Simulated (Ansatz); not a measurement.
# Sn wire along [111], 14 atoms a period, H-terminated: bands by functional and under strain, part 3 of 3

What gap, if any, does the Sn wire along [111], 14 atoms a period, H-terminated have, and how does it change with the functional and under strain?

Ansatz 0.2.0; DFT PBE, plane waves, PAW; relaxation of a wire's period; PAW set soft_1 (the session's first sound run).

So far, band gap (eV): step 3 (the perfect wire, PBE) 2.27; step 4 (another level of theory, cutoff 500 eV, k-mesh 1×1×6, r2SCAN PBE) 2.61; step 5 (another level of theory, level HSE06, cutoff 420 eV, HSE06 PBE) 2.99.

### Step 6. Strain along the wire, period over the relaxed period 1.1, k-mesh 1×1×5

This step: DFT PBE, plane waves, PAW; relaxation at a fixed period; PAW set soft_1 (Ansatz 0.2.0).

The period is set to 1.1 times the relaxed one and the atoms relax within it: strain changes bond lengths and angles, which shifts the bands against each other. Against the first PBE run of this kind, the mesh along the wire has 5 points against 7.

The cell differs from the one that the last finished run ended in (c 11.512 → 12.663 Å).

input.yaml reads:

```yaml
crystal:
  lattice:
    - [14.36, 0.0, 0.0]
    - [0.0, 15.53, 0.0]
    - [0.0, 0.0, 12.6628517798]
  atoms:
    - { symbol: Sn, position: [0.5, 0.49997634, 0.000986434] }
    - { symbol: Sn, position: [0.5, 0.499993648, 0.249013566] }
    - { symbol: H, position: [0.240545431, 0.464776547, 0.284621088] }
    - { symbol: H, position: [0.337323671, 0.309815411, 0.284598876] }
    - { symbol: H, position: [0.403231906, 0.725359358, 0.28457802] }
    - { symbol: H, position: [0.596768094, 0.725359358, 0.28457802] }
    - { symbol: H, position: [0.662676329, 0.309815411, 0.284598876] }
    - { symbol: H, position: [0.759454569, 0.464776547, 0.284621088] }
    - { symbol: Sn, position: [0.340150413, 0.41464182, 0.335972675] }
    - { symbol: Sn, position: [0.5, 0.67068565, 0.335948238] }
    - { symbol: Sn, position: [0.659849587, 0.41464182, 0.335972675] }
    - { symbol: Sn, position: [0.340064096, 0.414582017, 0.58205802] }
    - { symbol: Sn, position: [0.5, 0.670823189, 0.582032787] }
    - { symbol: Sn, position: [0.659935904, 0.414582017, 0.58205802] }
    - { symbol: H, position: [0.241178924, 0.638136185, 0.617570585] }
    - { symbol: H, position: [0.5, 0.223590996, 0.617569378] }
    - { symbol: H, position: [0.758821076, 0.638136185, 0.617570585] }
    - { symbol: H, position: [0.241178924, 0.361833803, 0.632429415] }
    - { symbol: H, position: [0.5, 0.776378991, 0.632430622] }
    - { symbol: H, position: [0.758821076, 0.361833803, 0.632429415] }
    - { symbol: Sn, position: [0.340064096, 0.585387971, 0.66794198] }
    - { symbol: Sn, position: [0.5, 0.329146799, 0.667967213] }
    - { symbol: Sn, position: [0.659935904, 0.585387971, 0.66794198] }
    - { symbol: Sn, position: [0.340150413, 0.585328168, 0.914027325] }
    - { symbol: Sn, position: [0.5, 0.329284337, 0.914051762] }
    - { symbol: Sn, position: [0.659849587, 0.585328168, 0.914027325] }
    - { symbol: H, position: [0.240545431, 0.53519344, 0.965378912] }
    - { symbol: H, position: [0.337323671, 0.690154577, 0.965401124] }
    - { symbol: H, position: [0.403231906, 0.274610629, 0.96542198] }
    - { symbol: H, position: [0.596768094, 0.274610629, 0.96542198] }
    - { symbol: H, position: [0.662676329, 0.690154577, 0.965401124] }
    - { symbol: H, position: [0.759454569, 0.53519344, 0.965378912] }
kpoints:
  mp_grid: { grid: [1, 1, 5] }
  band_path: { path: ["Γ", Z], npoints: 90 }
scf:
  occupations: { method: fermi_dirac, width: 0.05 }
hamiltonian:
  xc: pbe
  pseudopotentials: { kind: paw, azcp: { folder: soft_1 } }
relax:
  max_steps: 40
  f_tol: 0.02
output:
  stress: true
```

Run with:

```sh
ansatz run input.yaml --threads 4 --pin off --max-ram 16384MiB --backend cpu --events-out ev --progress --plain --runs-dir out
```

Numbers of over 12 decimals in the logs are rounded to 6 here.

The log of the run:

```text
Warning: output.stress: scf.convergence.dr2_threshold = 1e-7 eV (the SCF's general default) is looser than the 3.2e-9 eV advised for a printed stress (1e-10 eV for each atom of the cell: 32). What an SCF threshold leaves in a stress goes as its square root, and in the free energy as the threshold itself, and one threshold admits the most on a small cell: [figures from the program's tests cut] Every solve of this run  [...]
[...]
Crystal: 32 atoms, lattice volume = 2823.953 Å³
Basis set: ecut = 420 eV, 55147 PW (Γ), exchange–correlation on 192×216×180 points (8 copies of the dense FFT grid, shifted against one another)
Bands: 139, of which v1, the nominal top of the filled ones, is band 107 counted from 1 (106 counted from 0)
Symmetry: 4 space group operations
[...]
k-points: 3 of 5
[...]
SCF iter   1: F=—  HF=-84622.079830 eV  |F-HF|=—  |Δ(HF+E_count)|=         —  Δρ=2.41e-2  dr2=1.74e1  ethr=3.10e-3  ⟨swp⟩=7.3  Hψ=1986  notcnv=0  defer=30
[...]
SCF iter   8: F=-84616.844302 eV  HF=-84616.844296 eV  |F-HF|=6.76e-6  |Δ(HF+E_count)|=   5.21e-5  Δρ=1.15e-5  dr2=4.03e-6  ethr=4.67e-9  ⟨swp⟩=4.0  Hψ=1562  notcnv=0
SCF 1 converged in 8 iterations: F = -84616.844302 eV  dr2 = 4.03e-6
[...]
relax step   1: F+E_penalty+E_count = -84616.84430244 eV  Δ(F+E_penalty+E_count) = +0.000e0 eV  max|allowed force component| = 4.360e-1 eV/Å  Δτ_max = 0.0000 Å  (8 SCF iters, dr2 threshold 1.00e-5 eV, accepted)
[...]
SCF iter   7: F=-84616.634093 eV  HF=-84616.634094 eV  |F-HF|=8.75e-7  |Δ(HF+E_count)|=   2.56e-6  Δρ=5.39e-6  dr2=2.46e-6  ethr=5.55e-9  ⟨swp⟩=5.0  Hψ=1224  notcnv=0
SCF 2 converged in 7 iterations: F = -84616.634093 eV  dr2 = 2.46e-6
[...]
relax step   2: F+E_penalty+E_count = -84616.63409338 eV  Δ(F+E_penalty+E_count) = +2.102e-1 eV  max|allowed force component| = 1.820e0 eV/Å  Δτ_max = 0.1947 Å  (7 SCF iters, dr2 threshold 1.19e-5 eV, rejected (line search))
SCF iter   1: F=—  HF=-84617.337007 eV  |F-HF|=—  |Δ(HF+E_count)|=         —  Δρ=3.83e-3  dr2=3.03e-1  ethr=1.26e-3  ⟨swp⟩=5.0  Hψ=1246  notcnv=0  defer=39
[...]
SCF iter   8: F=-84617.289520 eV  HF=-84617.289520 eV  |F-HF|=6.74e-9  |Δ(HF+E_count)|=   2.63e-7  Δρ=8.51e-7  dr2=5.50e-8  ethr=4.67e-11  ⟨swp⟩=5.0  Hψ=1457  notcnv=0
SCF 3 converged in 8 iterations: F = -84617.289520 eV  dr2 = 5.50e-8
relax step   3: F+E_penalty+E_count = -84617.28951977 eV  Δ(F+E_penalty+E_count) = -4.452e-1 eV  max|allowed force component| = 2.052e-1 eV/Å  Δτ_max = 0.0948 Å  (8 SCF iters, accepted)
[...]
relax step   4: F+E_penalty+E_count = -84617.52957681 eV  Δ(F+E_penalty+E_count) = -2.401e-1 eV  max|allowed force component| = 1.711e-1 eV/Å  Δτ_max = 0.1000 Å  (7 SCF iters, dr2 threshold 2.63e-6 eV, accepted)
[...]
relax step   5: F+E_penalty+E_count = -84617.73261929 eV  Δ(F+E_penalty+E_count) = -2.030e-1 eV  max|allowed force component| = 4.469e-2 eV/Å  Δτ_max = 0.1500 Å  (7 SCF iters, dr2 threshold 6.48e-6 eV, accepted)
[...]
relax step   6: F+E_penalty+E_count = -84617.74377232 eV  Δ(F+E_penalty+E_count) = -1.115e-2 eV  max|allowed force component| = 3.117e-2 eV/Å  Δτ_max = 0.0604 Å  (7 SCF iters, accepted)
SCF iter   1: F=—  HF=-84617.744595 eV  |F-HF|=—  |Δ(HF+E_count)|=         —  Δρ=1.84e-4  dr2=7.96e-4  ethr=3.12e-6  ⟨swp⟩=2.0  Hψ=634  notcnv=0  defer=77
[...]
SCF iter   6: F=-84617.744495 eV  HF=-84617.744495 eV  |F-HF|=3.52e-9  |Δ(HF+E_count)|=   4.45e-8  Δρ=4.51e-7  dr2=5.83e-9  ethr=4.67e-11  ⟨swp⟩=4.7  Hψ=1185  notcnv=0
SCF 7 converged in 6 iterations: F = -84617.744495 eV  dr2 = 5.83e-9
relax step   7: F+E_penalty+E_count = -84617.74449523 eV  Δ(F+E_penalty+E_count) = -7.229e-4 eV  max|allowed force component| = 4.723e-3 eV/Å  Δτ_max = 0.0055 Å  (6 SCF iters, accepted)
[...]
the band table was solved once a step of the walk had ended and its energy, with any forces and stress, was formed, with the checks that follow a solve (2650 applications of the Hamiltonian). They found nothing against the state; the energy, forces and stress were not computed again (output.eigenvalues in the input reference)
[...]
SCF converged after 6 iterations
Free energy (F): -84617.744495 eV
[...]
Internal energy: -84617.744495 eV  (E = F + TS)
E sigma→0 (E₀):  -84617.744495 eV
Entropy (-TS):   -0.000000 eV (-0.000 meV/atom)
Fermi energy:    -2.682120 eV
[...]
--- Forces (eV/Å), atoms counted from 1 ---
  atom   1  Sn     0.00000000    -0.00000480     0.00472297
  atom   2  Sn     0.00000000     0.00000480    -0.00472297
  atom   3  H      0.00067687    -0.00057521    -0.00031901
  atom   4  H     -0.00017409     0.00087214    -0.00030680
  atom   5  H      0.00084278    -0.00028830    -0.00031238
  atom   6  H     -0.00084278    -0.00028830    -0.00031238
  atom   7  H      0.00017409     0.00087214    -0.00030680
  atom   8  H     -0.00067687    -0.00057521    -0.00031901
  atom   9  Sn     0.00095937     0.00055075     0.00057156
  atom  10  Sn     0.00000000    -0.00112227     0.00058497
  atom  11  Sn    -0.00095937     0.00055075     0.00057156
  atom  12  Sn    -0.00099175    -0.00056257     0.00178022
  atom  13  Sn     0.00000000     0.00112965     0.00180222
  atom  14  Sn     0.00099175    -0.00056257     0.00178022
  atom  15  H      0.00060372    -0.00034531     0.00095135
  atom  16  H      0.00000000     0.00069648     0.00096490
  atom  17  H     -0.00060372    -0.00034531     0.00095135
  atom  18  H      0.00060372     0.00034531    -0.00095135
  atom  19  H      0.00000000    -0.00069648    -0.00096490
  atom  20  H     -0.00060372     0.00034531    -0.00095135
  atom  21  Sn    -0.00099175     0.00056257    -0.00178022
  atom  22  Sn     0.00000000    -0.00112965    -0.00180222
  atom  23  Sn     0.00099175     0.00056257    -0.00178022
  atom  24  Sn     0.00095937    -0.00055075    -0.00057156
  atom  25  Sn     0.00000000     0.00112227    -0.00058497
  atom  26  Sn    -0.00095937    -0.00055075    -0.00057156
  atom  27  H      0.00067687     0.00057521     0.00031901
  atom  28  H     -0.00017409    -0.00087214     0.00030680
  atom  29  H      0.00084278     0.00028830     0.00031238
  atom  30  H     -0.00084278     0.00028830     0.00031238
  atom  31  H      0.00017409    -0.00087214     0.00030680
  atom  32  H     -0.00067687     0.00057521     0.00031901
  max |Σ_I F_I| component: 9.76e-19 eV/Å
--- Stress (GPa, compression-positive) ---
        0.000735      -0.000000      -0.000000
       -0.000000      -0.001436      -0.000019
       -0.000000      -0.000019      -0.560381
  P = ⅓ Tr σ = -0.1870 GPa (-1.870 kbar)
--- Band table (eV) ---
  k-point 0: bands = [... 103 lower, -4.0258, -4.0252, -3.7997, -3.4158, -1.9470, -0.5384, -0.5366, -0.4524, ... 28 higher]
  k-point 1: bands = [... 103 lower, -3.9348, -3.9344, -3.7989, -3.6334, -1.7697, -0.7219, -0.7191, -0.3177, ... 28 higher]
  k-point 2: bands = [... 103 lower, -4.0751, -3.8539, -3.8536, -3.7976, -1.4923, -0.8445, -0.8417, -0.5073, ... 28 higher]
--- Relaxed structure (7 steps of the walk, 6 accepted, 0 SCFs on fresh bases) ---
  F+E_penalty+E_count = -84617.74449523 eV   max|allowed force component| = 4.723e-3 eV/Å
  atoms:
    - { symbol: Sn, position: [0.5, 0.499981, 0.00346536] }
    - { symbol: Sn, position: [0.5, 0.499989, 0.246535] }
    - { symbol: H, position: [0.242089, 0.465189, 0.311638] }
    - { symbol: H, position: [0.338485, 0.310838, 0.311614] }
    - { symbol: H, position: [0.403618, 0.723918, 0.311593] }
    - { symbol: H, position: [0.596382, 0.723918, 0.311593] }
    - { symbol: H, position: [0.661515, 0.310838, 0.311614] }
    - { symbol: H, position: [0.757911, 0.465189, 0.311638] }
    - { symbol: Sn, position: [0.346174, 0.417854, 0.350147] }
    - { symbol: Sn, position: [0.5, 0.664250, 0.350127] }
    - { symbol: Sn, position: [0.653826, 0.417854, 0.350147] }
    - { symbol: Sn, position: [0.344704, 0.417064, 0.578036] }
    - { symbol: Sn, position: [0.5, 0.665847, 0.578018] }
    - { symbol: Sn, position: [0.655296, 0.417064, 0.578036] }
    - { symbol: H, position: [0.242771, 0.637276, 0.639020] }
    - { symbol: H, position: [0.5, 0.225312, 0.639018] }
    - { symbol: H, position: [0.757229, 0.637276, 0.639020] }
    - { symbol: H, position: [0.242771, 0.362694, 0.610980] }
    - { symbol: H, position: [0.5, 0.774658, 0.610982] }
    - { symbol: H, position: [0.757229, 0.362694, 0.610980] }
    - { symbol: Sn, position: [0.344704, 0.582906, 0.671964] }
    - { symbol: Sn, position: [0.5, 0.334123, 0.671982] }
    - { symbol: Sn, position: [0.655296, 0.582906, 0.671964] }
    - { symbol: Sn, position: [0.346174, 0.582116, 0.899853] }
    - { symbol: Sn, position: [0.5, 0.335720, 0.899873] }
    - { symbol: Sn, position: [0.653826, 0.582116, 0.899853] }
    - { symbol: H, position: [0.242089, 0.534781, 0.938362] }
    - { symbol: H, position: [0.338485, 0.689132, 0.938386] }
    - { symbol: H, position: [0.403618, 0.276052, 0.938407] }
    - { symbol: H, position: [0.596382, 0.276052, 0.938407] }
    - { symbol: H, position: [0.661515, 0.689132, 0.938386] }
    - { symbol: H, position: [0.757911, 0.534781, 0.938362] }
```

Elapsed: 7.4 min, on 4 threads of Arm Neoverse V2, shared host; peak memory 9.6 GiB.

Step by step:

| step | energy less that of the first step (eV) | largest force component (eV/Å) |
| --- | --- | --- |
| 1 | 0.0000 | 0.4360 |
| 2 | 0.2102 | 1.8200 |
| 3 | -0.4452 | 0.2052 |
| 4 | -0.6853 | 0.1711 |
| 5 | -0.8883 | 0.0447 |
| 6 | -0.8995 | 0.0312 |
| 7 | -0.9002 | 0.0047 |

Relaxation step 2 was tried and not accepted.

The run keeps the 4 symmetry operations that it works with, so distortions that break them were not tested.

The atoms that moved most (Å):

```csv
atom,dx,dy,dz,length
H3,0.022,0.006,0.342,0.343
H8,-0.022,0.006,0.342,0.343
H27,0.022,-0.006,-0.342,0.343
H32,-0.022,-0.006,-0.342,0.343
H29,0.006,0.022,-0.342,0.343
H30,-0.006,0.022,-0.342,0.343
H5,0.006,-0.022,0.342,0.343
H6,-0.006,-0.022,0.342,0.343
```

Final coordinates:

```cif
data_structure
_symmetry_space_group_name_H-M 'P 1'
_symmetry_Int_Tables_number 1
_cell_length_a 14.3600
_cell_length_b 15.5300
_cell_length_c 12.6629
_cell_angle_alpha 90.000
_cell_angle_beta 90.000
_cell_angle_gamma 90.000
_cell_volume 2823.95
loop_
_atom_site_label
_atom_site_type_symbol
_atom_site_fract_x
_atom_site_fract_y
_atom_site_fract_z
_atom_site_occupancy
Sn1 Sn 0.50000 0.49998 0.00347 1
Sn2 Sn 0.50000 0.49999 0.24653 1
H3 H 0.24209 0.46519 0.31164 1
H4 H 0.33849 0.31084 0.31161 1
H5 H 0.40362 0.72392 0.31159 1
H6 H 0.59638 0.72392 0.31159 1
H7 H 0.66151 0.31084 0.31161 1
H8 H 0.75791 0.46519 0.31164 1
Sn9 Sn 0.34617 0.41785 0.35015 1
Sn10 Sn 0.50000 0.66425 0.35013 1
Sn11 Sn 0.65383 0.41785 0.35015 1
Sn12 Sn 0.34470 0.41706 0.57804 1
Sn13 Sn 0.50000 0.66585 0.57802 1
Sn14 Sn 0.65530 0.41706 0.57804 1
H15 H 0.24277 0.63728 0.63902 1
H16 H 0.50000 0.22531 0.63902 1
H17 H 0.75723 0.63728 0.63902 1
H18 H 0.24277 0.36269 0.61098 1
H19 H 0.50000 0.77466 0.61098 1
H20 H 0.75723 0.36269 0.61098 1
Sn21 Sn 0.34470 0.58291 0.67196 1
Sn22 Sn 0.50000 0.33412 0.67198 1
Sn23 Sn 0.65530 0.58291 0.67196 1
Sn24 Sn 0.34617 0.58212 0.89985 1
Sn25 Sn 0.50000 0.33572 0.89987 1
Sn26 Sn 0.65383 0.58212 0.89985 1
H27 H 0.24209 0.53478 0.93836 1
H28 H 0.33849 0.68913 0.93839 1
H29 H 0.40362 0.27605 0.93841 1
H30 H 0.59638 0.27605 0.93841 1
H31 H 0.66151 0.68913 0.93839 1
H32 H 0.75791 0.53478 0.93836 1
```

This step gave:

| Quantity | Value |
| --- | --- |
| band gap | 1.469 eV |

The electronic bands at the labelled points (eV, zero at the Fermi level; v1 is the highest filled band, c1 the lowest empty one):

```
  point     v4     v3     v2     v1    c1    c2    c3    c4
      Γ  -1.34  -1.34  -1.12  -0.73  0.74  2.14  2.15  2.23
halfway  -1.23  -1.23  -1.12  -1.05  0.99  1.92  1.92  2.32
      Z  -1.43  -1.16  -1.16  -1.12  1.24  1.82  1.82  2.14
```

The gap is 1.47 eV, against 2.27 eV under PBE at the relaxed period.

### Step 7. At a strained period, period over the relaxed period 0.97, k-mesh 1×1×6

The period is set to 0.97 times the relaxed one and the atoms relax within it: strain changes bond lengths and angles, which shifts the bands against each other. Against the first PBE run of this kind, the mesh along the wire has 6 points against 7.

The cell differs from the one that the last finished run ended in (c 12.663 → 11.166 Å).

input.yaml, as its differences from that of step 6:

```diff
@@ -4,3 +4,3 @@
     - [0.0, 15.53, 0.0]
-    - [0.0, 0.0, 12.6628517798]
+    - [0.0, 0.0, 11.1663329331]
   atoms:
@@ -39,3 +39,3 @@
 kpoints:
-  mp_grid: { grid: [1, 1, 5] }
+  mp_grid: { grid: [1, 1, 6] }
   band_path: { path: ["Γ", Z], npoints: 90 }
```

The log of the run:

```text
[...]
Crystal: 32 atoms, lattice volume = 2490.213 Å³
Basis set: ecut = 420 eV, 48653 PW (Γ), exchange–correlation on 192×216×150 points (8 copies of the dense FFT grid, shifted against one another)
Bands: 139, of which v1, the nominal top of the filled ones, is band 107 counted from 1 (106 counted from 0)
Symmetry: 4 space group operations
[...]
- { symbol: Sn, position: [0.338326, 0.586306, 0.918453] }
    - { symbol: Sn, position: [0.5, 0.327323, 0.918489] }
    - { symbol: Sn, position: [0.661674, 0.586306, 0.918453] }
[...]
- { symbol: H, position: [0.403076, 0.274513, 0.974296] }
    - { symbol: H, position: [0.596924, 0.274513, 0.974296] }
    - { symbol: H, position: [0.662667, 0.690327, 0.974258] }
    - { symbol: H, position: [0.759619, 0.535121, 0.974231] }
[key lines of the parts left out:]
SCF converged after 5 iterations
Free energy (F): -84618.154922 eV
Fermi energy:    -1.711133 eV
P = ⅓ Tr σ = 0.0596 GPa (0.596 kbar)
```

The job ended after 6.1 min (4 threads; peak memory 10 GiB).

Step by step:

```
step  energy less that of the first step (eV)  largest force component (eV/Å)
   1                                   0.0000                          0.3821
   2                                   0.2848                          0.8249
   3                                  -0.1297                          0.1154
   4                                  -0.1358                          0.0330
   5                                  -0.1365                          0.0033
```

Relaxation step 2 was tried and not accepted.

Forces are held to the 4 operations that the run works with; a distortion that breaks them can't arise in this run.

The atoms that moved most (Å):

```
atom      dx      dy      dz  length
  H6   0.002   0.002  -0.099   0.099
  H5  -0.002   0.002  -0.099   0.099
 H30   0.002  -0.002   0.099   0.099
 H29  -0.002  -0.002   0.099   0.099
  H4   0.000  -0.003  -0.099   0.099
  H7   0.000  -0.003  -0.099   0.099
 H28   0.000   0.003   0.099   0.099
 H31   0.000   0.003   0.099   0.099
```

Final coordinates:

```xyz
32
Lattice="14.3600 0.0000 0.0000 0.0000 15.5300 0.0000 0.0000 0.0000 11.1663" Properties=species:S:1:pos:R:3
Sn    7.1800    7.7645   -0.0152
Sn    7.1800    7.7650    2.8068
H     3.4519    7.2191    3.0793
H     4.8441    4.8088    3.0790
H     5.7882   11.2663    3.0786
H     8.5718   11.2663    3.0786
H     9.5159    4.8088    3.0790
H    10.9081    7.2191    3.0793
Sn    4.8584    6.4242    3.7022
Sn    7.1800   10.4462    3.7018
Sn    9.5016    6.4242    3.7022
Sn    4.8619    6.4261    6.5203
Sn    7.1800   10.4424    6.5199
Sn    9.4981    6.4261    6.5203
H     3.4590    9.9125    6.8058
H     7.1800    3.4677    6.8058
H    10.9010    9.9125    6.8058
H     3.4590    5.6170    7.1521
H     7.1800   12.0619    7.1521
H    10.9010    5.6170    7.1521
Sn    4.8619    9.1034    7.4376
Sn    7.1800    5.0871    7.4380
Sn    9.4981    9.1034    7.4376
Sn    4.8584    9.1053   10.2557
Sn    7.1800    5.0833   10.2561
Sn    9.5016    9.1053   10.2557
H     3.4519    8.3104   10.8786
H     4.8441   10.7208   10.8789
H     5.7882    4.2632   10.8793
H     8.5718    4.2632   10.8793
H     9.5159   10.7208   10.8789
H    10.9081    8.3104   10.8786
```

This step gave:

- band gap: 2.444 eV

Electronic bands along the path, in eV, zero at the Fermi level; v1 is the highest filled band, c1 the lowest empty one:

```
  point     v4     v3     v2     v1    c1    c2    c3    c4
      Γ  -2.05  -1.88  -1.88  -1.19  1.25  1.77  1.78  1.86
halfway  -2.05  -1.75  -1.75  -1.38  1.26  1.56  1.57  1.78
      Z  -1.96  -1.82  -1.69  -1.69  1.34  1.50  1.51  1.53
```

The gap is 2.44 eV, against 2.27 eV under PBE at the relaxed period.

### Step 8. Outcome

```json
{
 "cell length, PBE": "11.51 Å",
 "gap, PBE": "2.27 eV",
 "gap, r2SCAN": "2.61 eV",
 "gap, HSE06": "2.99 eV",
 "gap, period scaled by 1.1": "1.47 eV",
 "gap, period scaled by 0.97": "2.44 eV"
}
```

In words: Under PBE the cell's length is 11.51 Å, and a gap of 2.27 eV makes it a semiconductor. At the relaxed period the wire is gapped under every functional, from 2.27 eV (PBE) to 2.99 eV (HSE06). Weak screening in one dimension makes quasiparticle gaps larger than the semilocal gaps, as a rule. Strain matters: under PBE the gap goes from 2.27 eV to 2.44 eV at 0.97 times the period and 1.47 eV at 1.1 times the period. A hybrid's gap is read on a coarse mesh, without a band path.

[Logs are printed without paths, hosts, clocks, repeated set-up lines and the standing remarks that a program may print on its own settings, such as how far it seeks lower states.]

[Hosts, paths, dates, database ids (printed as entryN), source tags and the programs' standing remarks are cut or masked in the printed files.]
